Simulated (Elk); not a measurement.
**MgO (Fm-3m): refractive index against wavelength**

The refractive index of MgO (Fm-3m) below the direct gap (4.76 eV on the mesh) is read from one computed spectrum, n = √(Re ε).

Symmetry: Fm-3m, No. 225, cubic system. Conventional cell: a = 4.217 Å, b = 4.217 Å, c = 4.217 Å, α = 90.00°, β = 90.00°, γ = 90.00°. Around Mg on site a lie 6 O at 2.11 Å. O on site b is surrounded by 6 Mg at 2.11 Å.

Method: Elk 11.2.3 (patched build), PBE, independent particles, k-mesh 14×14×14, Lorentzian half width 0.15 eV.

Launch of the response step: `OMP_NUM_THREADS=4 elk`. The run took 20 s, its band step included, on 4 threads of Arm Neoverse N1, on a shared host.

```
wavelength (nm)  photon energy E (eV)       n
            850                 1.459  1.7886
            700                 1.771  1.7948
            633                 1.959  1.7993
            532                 2.331  1.8098
            450                 2.755  1.8251
            405                 3.061  1.8387
            365                 3.397       ?
```

In the single-oscillator model n² − 1 = E₀E_d/(E₀² − E²), so 1/(n² − 1) = E₀/E_d − E²/(E₀E_d) is linear in E².

Working, on the rows shown:

| x = E² (eV²) | y = 1/(n² − 1) |
| --- | --- |
| 2.12762 | 0.454734 |
| 3.13716 | 0.450185 |
| 3.83641 | 0.446931 |
| 5.43137 | 0.439488 |
| 7.59115 | 0.429002 |
| 9.37179 | 0.420024 |

Means: x̄ = 5.2493, ȳ = 0.44006. Σ(x − x̄)(y − ȳ) = -0.1855, Σ(x − x̄)² = 38.71. Slope = -0.1855 / 38.71 = -0.004791; intercept = ȳ − slope · x̄ = 0.46521. Turned back into n, the line misses the rows shown by at most 0.00044.

Problem. What does the fit predict for the withheld row, and how well does it do?

Solution. At x = 11.538 the line gives y = 0.40993, that is 1.8546. The run gave 1.8568, so the extrapolation is off by 0.0022, 3 % of the range in the table.

Refitted with all rows, the slope is -0.004894 and the intercept 0.46565. These give E₀ = √(intercept/−slope) = 9.75 eV and E_d = E₀/intercept = 20.9 eV; E₀ is 2.0 times the direct gap. The electronic limit at long wavelengths, without lattice vibrations, is n = √(1 + 1/intercept) = 1.774. The cell comes from an older database entry, whose edges can be off by a per cent or so. Excitons are left out and so are local fields; PBE gaps are as a rule too small. The values come from a sum over the points of one k-mesh and carry its error, which grows as the direct gap shrinks.

[Logs are printed without paths, hosts, clocks, repeated set-up lines and the standing remarks that a program may print on its own settings, such as how far it seeks lower states.]
